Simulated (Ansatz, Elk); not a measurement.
## Bonding as seen by X-rays: YSI

Structure refinements treat a crystal as free atoms side by side. For a made-up structure of YSI (cell and positions from a r2SCAN relaxation) the runs below show what the calculated density changes in F(hkl).

Program: Elk 11.2.3 (patched build). Level of theory: DFT, PBE, all-electron APW+lo, Dirac cores, scalar-relativistic bands, static density, no spin. Results are calculated unless marked as measured.

The structure was built from a prototype and need not be the compound's stable phase.

## Step 1: The structure

Symmetry: R-3m, No. 166, trigonal system. The conventional cell has a = 4.476 Å, b = 4.476 Å, c = 33.842 Å, α = 90.00°, β = 90.00°, γ = 120.00°. I has 3 Y at 3.27 Å nearest. Nearest to Y lie 4 S at 2.69 to 2.80 Å and 3 I at 3.27 Å. S has 4 Y at 2.69 to 2.80 Å nearest. Farther neighbours and most contacts between anions are not listed.

## Step 2: Ground state and structure factors

An all-electron density is needed, since X-rays see the cores too. Task 0 finds the density and task 195 Fourier-transforms it; tshift is off so that phases refer to the origin typed.

Input file elk.in:

```
tasks
  0
  195

xctype
  20

spinpol
  .false.

rgkmax
  7.0

gmaxvr
  14.0

lmaxo
  7

lmaxapw
  8

swidth
  0.002

tshift
  .false.

ramdisk
  .false.

hmaxvr
  5.5

maxscl
  120

epspot
  1e-06

sppath
  './'

avec
  4.22959688575 2.44195890055 21.31733276841
  -4.22959688575 2.44195890055 21.31733276841
  0.00000000000 -4.88391780110 21.31733276841

atoms
  3
  'I.in'
  2
  0.6114973367 0.6114973367 0.6114973367   0.000000 0.000000 0.000000
  0.3885026633 0.3885026633 0.3885026633   0.000000 0.000000 0.000000
  'Y.in'
  2
  0.7809408066 0.7809408066 0.7809408066   0.000000 0.000000 0.000000
  0.2190591934 0.2190591934 0.2190591934   0.000000 0.000000 0.000000
  'S.in'
  2
  0.8636651465 0.8636651465 0.8636651465   0.000000 0.000000 0.000000
  0.1363348535 0.1363348535 0.1363348535   0.000000 0.000000 0.000000

ngridk
  6 6 6
```

Launch:

```sh
OMP_NUM_THREADS=4 elk
```

Numbers of over 12 decimals in the logs are rounded to 6 here.

The log of the run:

```text
┌─────────────────────────┐
│ Elk code version 11.2.3 │
└─────────────────────────┘

All units are atomic (Hartree, Bohr, etc.)

┌─────────────────────────────────────────────────┐
│ Ground-state run starting from atomic densities │
└─────────────────────────────────────────────────┘

Lattice vectors :
   4.229596886       2.441958901       21.31733277
  -4.229596886       2.441958901       21.31733277
   0.000000000      -4.883917801       21.31733277

Reciprocal lattice vectors :
  0.7427640833      0.4288350434      0.9824845937E-01
 -0.7427640833      0.4288350434      0.9824845937E-01
 -0.5564708315E-17 -0.8576700869      0.9824845937E-01

Unit cell volume      :    1321.056654
Brillouin zone volume :   0.1877665221

Muffin-tin inner radius fraction :   0.1000000000E-01

Nuclei treated as point charges

Species : 1 (I)
 parameters loaded from : I.in
 name : iodine
 nuclear charge    :   -53.00000000
 electronic charge :    53.00000000
 atomic mass :    231332.6972
 muffin-tin radius :    2.600000000
 number of radial points in muffin-tin :   1193
 inner part over the whole radius :   0.9964907323E-02
 number on inner part of muffin-tin    :    851
 approximate nuclear radius :   0.9002358621E-04
 number of mesh points to nuclear radius :    431
 atomic positions (lattice), magnetic fields (Cartesian) :
  1 :  -0.38850266 -0.38850266 -0.38850266    0.00000000  0.00000000  0.00000000
  2 :   0.38850266  0.38850266  0.38850266    0.00000000  0.00000000  0.00000000

Species : 2 (Y)
 parameters loaded from : Y.in
 name : yttrium
 nuclear charge    :   -39.00000000
 electronic charge :    39.00000000
 atomic mass :    162065.4503
 muffin-tin radius :    2.600000000
 number of radial points in muffin-tin :   1193
 inner part over the whole radius :   0.9871815862E-02
 number on inner part of muffin-tin    :    847
 approximate nuclear radius :   0.8135895711E-04
 number of mesh points to nuclear radius :    416
 atomic positions (lattice), magnetic fields (Cartesian) :
  1 :  -0.21905919 -0.21905919 -0.21905919    0.00000000  0.00000000  0.00000000
  2 :   0.21905919  0.21905919  0.21905919    0.00000000  0.00000000  0.00000000

Species : 3 (S)
 parameters loaded from : S.in
 name : sulphur
 nuclear charge    :   -16.00000000
 electronic charge :    16.00000000
 atomic mass :    58450.91931
 muffin-tin radius :    2.200000000
 number of radial points in muffin-tin :    793
 inner part over the whole radius :   0.9890556315E-02
 number on inner part of muffin-tin    :    554
 approximate nuclear radius :   0.6195814986E-04
 number of mesh points to nuclear radius :    251
 atomic positions (lattice), magnetic fields (Cartesian) :
  1 :  -0.13633485 -0.13633485 -0.13633485    0.00000000  0.00000000  0.00000000
  2 :   0.13633485  0.13633485  0.13633485    0.00000000  0.00000000  0.00000000

Total number of atoms per unit cell :    6
Total muffin-tin volume :    383.6931828
 ratio of muffin-tin to unit cell volume :   0.2904441543

Spin treatment :
 spin-unpolarised

Number of Bravais lattice symmetries :   12
Number of crystal symmetries         :   12
Crystal has inversion symmetry
Real symmetric eigensolver will be used

k-point grid :      6     6     6
k-point offset :    0.000000000       0.000000000       0.000000000
k-point set is reduced with full crystal symmetry group
Total number of k-points :       32

Muffin-tin radius times maximum |G+k| :    7.000000000
 using average radius
Maximum |G+k| for APW functions       :    2.837837838
Maximum (1/2)|G+k|²                   :    4.026661797
Maximum |G| for potential and density :    14.00000000
Constant for pseudocharge density :    9
 order of it for each species :   16  16  16
 order of it for pair densities of each species (exact exchange by exxq0 0: 17) :   11  11   7
Radial integration step length :    1

G-vector grid sizes :     98    98    98
Number of G-vectors :    61277

Maximum angular momentum used for
 APW functions            :    8
 outer part of muffin-tin :    7
[...]
exchange                    :     -623.32514307469
 correlation                 :     -10.912876206488
 electron entropic           :    -0.47161293523980E-11
 total energy                :     -21810.467059055

Density of states at Fermi energy :   0.5063615785E-07
 (states/Hartree/unit cell)

Estimated indirect band gap :   0.9748781646E-01
 from k-point 1 to k-point 12
Estimated direct band gap   :   0.1111533367
 at k-point 1

Charges :
 core                        :    148.0000000
 valence                     :    68.00000000
 interstitial                :    11.28535417
 muffin-tins (core leakage)
  species : 1 (I)
[...]
species : 2 (Y)
[...]
species : 3 (S)
[...]
total in muffin-tins        :    204.7146458
 total calculated charge     :    215.9984472
 total charge                :    216.0000000
 error                       :   0.1552804262E-02

RMS change in Kohn-Sham potential (target) :   0.2612239235     (  0.1000000000E-05)
Absolute change in total energy (target)   :   0.4463826559     (  0.1000000000E-03)

[... loops 3 to 14 left out ...]

┌──────────────────┐
│ Loop number : 15 │
└──────────────────┘

Energies :
 Fermi                       :     0.153350
 sum of occupied eigenvalues :     -13134.541798840
 electron kinetic            :      22878.578375152
 core electron kinetic       :      22357.971670116
 Coulomb                     :     -44052.744669864
 Coulomb potential           :     -35186.467251040
 nuclear-nuclear             :     -1945.2094341508
 electron-nuclear            :     -49059.000886092
 Hartree                     :      6951.4656503780
 Madelung                    :     -26459.511044344
 xc potential                :     -826.65292295178
 exchange                    :     -623.26219188140
 correlation                 :     -10.918055525805
 electron entropic           :    -0.45333285226410E-11
 total energy                :     -21808.346542120

Density of states at Fermi energy :   0.5078790848E-07
 (states/Hartree/unit cell)

Estimated indirect band gap :   0.9282502259E-01
 from k-point 1 to k-point 12
Estimated direct band gap   :   0.1017431187
 at k-point 1

Charges :
 core                        :    148.0000000
 valence                     :    68.00000000
 interstitial                :    11.38235526
 muffin-tins (core leakage)
  species : 1 (I)
[...]
species : 2 (Y)
[...]
species : 3 (S)
[...]
total in muffin-tins        :    204.6176447
 total calculated charge     :    215.9984739
 total charge                :    216.0000000
 error                       :   0.1526145790E-02

RMS change in Kohn-Sham potential (target) :   0.4309827433E-06 (  0.1000000000E-05)
Absolute change in total energy (target)   :   0.8182289821E-04 (  0.1000000000E-03)

Convergence targets achieved

┌──────────────────┐
│ Loop number : 16 │
└──────────────────┘

Energies :
 Fermi                       :     0.153350
 sum of occupied eigenvalues :     -13134.541792959
 electron kinetic            :      22878.578386458
 core electron kinetic       :      22357.971677417
 Coulomb                     :     -44052.744674970
 Coulomb potential           :     -35186.467255326
 nuclear-nuclear             :     -1945.2094341508
 electron-nuclear            :     -49059.000890603
 Hartree                     :      6951.4656497836
 Madelung                    :     -26459.511047307
 xc potential                :     -826.65292409019
 exchange                    :     -623.26219167522
 correlation                 :     -10.918055537016
 electron entropic           :    -0.45333291431686E-11
 total energy                :     -21808.346535725

Density of states at Fermi energy :   0.5078791086E-07
 (states/Hartree/unit cell)

Estimated indirect band gap :   0.9282497864E-01
 from k-point 1 to k-point 12
Estimated direct band gap   :   0.1017431335
 at k-point 1

Charges :
 core                        :    148.0000000
 valence                     :    68.00000000
 interstitial                :    11.38235545
 muffin-tins (core leakage)
  species : 1 (I)
[...]
species : 2 (Y)
[...]
atom 2                    :    36.71647880     (  0.8528927616E-05)
  species : 3 (S)
   atom 1                    :    14.63440864     (  0.7117095160E-04)
   atom 2                    :    14.63440864     (  0.7117095160E-04)
 total in muffin-tins        :    204.6176446
 total calculated charge     :    215.9984739
 total charge                :    216.0000000
 error                       :   0.1526146188E-02

┌──────────────────────────────┐
│ Self-consistent loop stopped │
└──────────────────────────────┘

Warning : core states of species 1 leak from the muffin-tin :   0.2003276798E-03

Wrote STATE.OUT
```

Wall time 100 s (4 threads of Arm Neoverse V1, shared host); peak memory 0.55 GiB; 3.8 min of CPU time.

SFACRHO.OUT:

```text

h k l indices transformed by vhmat matrix:
   1.000000000       0.000000000       0.000000000    
   0.000000000       1.000000000       0.000000000    
   0.000000000       0.000000000       1.000000000    

      h      k      l  multipl.   |H|            Re(F)            Im(F)           |F|

      0      0      0      1   0.0000000       216.00000      0.53993904E-15   216.00000    
      1      1      1      2  0.29474538      -15.484182      0.91666720E-14   15.484182    
     -2     -2     -2      2  0.58949076      -64.856937      0.12375007E-12   64.856937    
      1      0      0      6  0.86327906      -41.352048     -0.13750008E-13   41.352048    
      0     -1     -1      6  0.87989148      -50.422747      0.20625012E-13   50.422747    
      3      3      3      2  0.88423613      -23.645511     -0.92812554E-13   23.645511    
     -2     -1     -1      6  0.94342044      -65.286251      0.82500048E-13   65.286251    
     -1     -2     -2      6  0.98839110       129.67278     -0.24291681E-12   129.67278    
     -2     -2     -3      6   1.0993558      -56.166601      0.23031263E-12   56.166601    
     -2     -3     -3      6   1.1633463       89.699649     -0.24291681E-12   89.699649    
     -4     -4     -4      2   1.1789815      -105.32219      0.31625018E-12   105.32219    
      4      3      3      6   1.3041756       71.662760      0.31166685E-12   71.662760    
      4      3      4      6   1.3797036      -85.553483     -0.27737239E-12   85.553483    
      5      5      5      2   1.4737269       45.503132      0.21083346E-12   45.503132    
     -1      0      1      6   1.4855282       162.05762     -0.10249030E-13   162.05762    
      2      0      1     12   1.5144863      -8.8712963      0.22343763E-13   8.8712963    
      4      4      5      6   1.5384779       113.30088      0.45833360E-12   113.30088    
     -1     -3     -2     12   1.5982157      -53.070997      0.11916674E-12   53.070997
```

Elk indexes on the primitive cell of elk.in and gives |H| = 4π sin θ/λ in inverse bohr. Below, one row stands for each form hkl of the conventional cell (m members, Friedel mates merged), F is for one primitive cell and the density is static (no thermal factor). Free-atom factors are Waasmaier and Kirfel's, and R is Σm||F|−|F'||/Σm|F|.

```tsv
hkl	m	sin θ/λ (Å⁻¹)	abs F, DFT	neutral atoms	diff.
003	2	0.044	15.484	15.354	+0.130
006	2	0.089	64.857	64.858	-0.001
101	6	0.130	41.352	41.626	-0.274
012	6	0.132	50.423	50.302	+0.121
009	2	0.133	23.645	23.668	-0.023
104	6	0.142	65.286	64.500	+0.786
015	6	0.149	129.673	129.613	+0.060
107	6	0.165	56.167	56.723	-0.557
018	6	0.175	89.700	89.368	+0.332
0 0 12	2	0.177	105.322	105.142	+0.180
1 0 10	6	0.196	71.663	71.719	-0.056
0 1 11	6	0.207	85.553	85.285	+0.269
0 0 15	2	0.222	45.503	45.374	+0.129
110	6	0.223	162.058	162.064	-0.006
113	12	0.228	8.871	8.820	+0.051
1 0 13	6	0.231	113.301	113.431	-0.130
116	12	0.240	53.071	53.221	-0.150
0 1 14	6	0.244	4.135	4.180	-0.045
```

## Step 3: The highest occupied states alone

An energy window below the Fermi level keeps the highest occupied states, to see at which angles they scatter; shallow core shells can lie inside it and anion s states outside. No new self-consistency is needed.

elk.in: that of step 2 with these lines changed.

```diff
@@ -1,3 +1,2 @@
 tasks
-  0
   195
@@ -40,2 +39,5 @@
 
+wsfac
+  -0.287640 0.453350
+
 sppath
```

Launch:

```sh
OMP_NUM_THREADS=4 elk
```

The log of the run:

```text
┌─────────────────────────────────┐
│ Elk code version 11.2.3 started │
└─────────────────────────────────┘

Info(readinput): the functional depends on the density's gradient
 muffin-tin radial points multiplied by    2.00000
 (not where nrmtscf is given)

┌────────────────────┐
│ Current task : 195 │
└────────────────────┘

Info(sfacrho): density structure factors written to SFACRHO.OUT

 Energy window :  -0.2876400000      0.4533500000

┌──────────────────┐
│ Elk code stopped │
└──────────────────┘
```

Run time: 30 s. Hardware: 4 threads; peak memory 0.33 GiB.

States within 12 eV below the Fermi level hold 24.39 electrons; any levels below the window count with the cores, and a count that is not whole means the window cuts a band. Their amplitudes can exceed the total, where window and core parts have opposite phase:

```tsv
hkl	sin θ/λ (Å⁻¹)	abs F, window	abs F, all
003	0.044	4.577	15.484
006	0.089	1.416	64.857
101	0.130	0.334	41.352
012	0.132	0.919	50.423
009	0.133	2.487	23.645
104	0.142	7.646	65.286
015	0.149	1.766	129.673
107	0.165	2.791	56.167
018	0.175	4.349	89.700
0 0 12	0.177	3.366	105.322
```

## Step 4: Another functional

The difference from free atoms is small, so it is set against the change that PBEsol makes.

elk.in: that of step 3 with these lines changed.

```diff
@@ -1,2 +1,3 @@
 tasks
+  0
   195
@@ -4,3 +5,3 @@
 xctype
-  20
+  22
 
@@ -39,5 +40,2 @@
 
-wsfac
-  -0.287640 0.453350
-
 sppath
```

Launch:

```sh
OMP_NUM_THREADS=4 elk
```

The log of the run:

```text
┌─────────────────────────┐
│ Elk code version 11.2.3 │
└─────────────────────────┘

All units are atomic (Hartree, Bohr, etc.)

┌─────────────────────────────────────────────────┐
│ Ground-state run starting from atomic densities │
└─────────────────────────────────────────────────┘

Lattice vectors :
   4.229596886       2.441958901       21.31733277
  -4.229596886       2.441958901       21.31733277
   0.000000000      -4.883917801       21.31733277

Reciprocal lattice vectors :
  0.7427640833      0.4288350434      0.9824845937E-01
[...]
muffin-tins (core leakage)
  species : 1 (I)
[...]
species : 2 (Y)
[...]
species : 3 (S)
   atom 1                    :    14.60797919     (  0.7168413924E-04)
   atom 2                    :    14.60797919     (  0.7168413924E-04)
 total in muffin-tins        :    204.5540150
 total calculated charge     :    215.9984927
 total charge                :    216.0000000
 error                       :   0.1507268480E-02

┌──────────────────────────────┐
│ Self-consistent loop stopped │
└──────────────────────────────┘

Warning : core states of species 1 leak from the muffin-tin :   0.2021266973E-03

Wrote STATE.OUT
[key lines of the parts left out:]
total energy                :     -21797.218348043
```

Elapsed: 99 s, on 4 threads; peak memory 0.56 GiB; 3.9 min of CPU time.

Against the first run R = 0.02 %; the largest change is -0.054 at 104.

## Step 5: Basis size

A smaller basis shows how fast F responds to it; the change is likely larger than the basis error of the first run, but doesn't show convergence.

elk.in: that of step 4 with these lines changed.

```diff
@@ -5,3 +5,3 @@
 xctype
-  22
+  20
 
@@ -11,3 +11,3 @@
 rgkmax
-  7.0
+  5.5
```

Launch:

```sh
OMP_NUM_THREADS=4 elk
```

The log of the run:

```text
┌─────────────────────────┐
│ Elk code version 11.2.3 │
└─────────────────────────┘

All units are atomic (Hartree, Bohr, etc.)

┌─────────────────────────────────────────────────┐
│ Ground-state run starting from atomic densities │
└─────────────────────────────────────────────────┘

Lattice vectors :
   4.229596886       2.441958901       21.31733277
  -4.229596886       2.441958901       21.31733277
   0.000000000      -4.883917801       21.31733277

Reciprocal lattice vectors :
  0.7427640833      0.4288350434      0.9824845937E-01
[...]
muffin-tins (core leakage)
  species : 1 (I)
[...]
species : 2 (Y)
[...]
species : 3 (S)
   atom 1                    :    14.58313435     (  0.7065176075E-04)
   atom 2                    :    14.58313435     (  0.7065176075E-04)
 total in muffin-tins        :    204.3831670
 total calculated charge     :    215.9985477
 total charge                :    216.0000000
 error                       :   0.1452326638E-02

┌──────────────────────────────┐
│ Self-consistent loop stopped │
└──────────────────────────────┘

Warning : core states of species 1 leak from the muffin-tin :   0.2005594244E-03

Wrote STATE.OUT
[key lines of the parts left out:]
total energy                :     -21808.232973815
```

Elapsed: 84 s, on 4 threads; peak memory 0.5 GiB; 2.7 min of CPU time.

Against the first run R = 0.04 %; the largest change is -0.081 at 110.

## Step 6: Settings against the effect

```tsv
run	R against the first run (%)	R against neutral atoms, low angle (%)	wall time
PBE, rgkmax 7	0.00	0.27	100 s
PBEsol	0.02	0.26	99 s
rgkmax 5.5	0.04	0.26	84 s
```

## Step 7: Outcome

| Quantity | Value |
| --- | --- |
| R against neutral atoms, sin θ/λ < 0.3 Å⁻¹ | 0.27 % |
| R against neutral atoms, 0.3 to 0.57 Å⁻¹ | 0.15 % |

What this shows: Independent neutral atoms miss the calculated amplitudes by R = 0.27 % below 0.3 Å⁻¹ and 0.15 % from there to 0.57 Å⁻¹; by shells, 0.40 % below 0.15 Å⁻¹ (7 forms), 0.24 % 0.15 to 0.3 (23 forms), 0.18 % 0.3 to 0.45 (51 forms), 0.13 % above 0.45 (68 forms). Bonding, aspherical density and the tables' own atoms all enter these figures, and the runs don't part them. The largest change of an amplitude is +0.79 electrons, at 104. The window's part falls from 24.4 electrons at the origin to at most 0.27 between 0.45 and 0.57 Å⁻¹. Below 0.3 Å⁻¹ the changes that finished (PBEsol and rgkmax 5.5) move F by R = 0.04 % at most, against the 0.27 % that separates it from free atoms. The k-mesh has no finished test. Part of the difference isn't bonding: the tables are fits to free atoms and ions calculated by other methods than this functional. Thermal motion, anomalous dispersion and extinction are left out.

[Logs are printed without paths, hosts, clocks, repeated set-up lines and the standing remarks that a program may print on its own settings, such as how far it seeks lower states.]

[Hosts, paths, dates, database ids (printed as entryN), source tags and the programs' standing remarks are cut or masked in the printed files.]
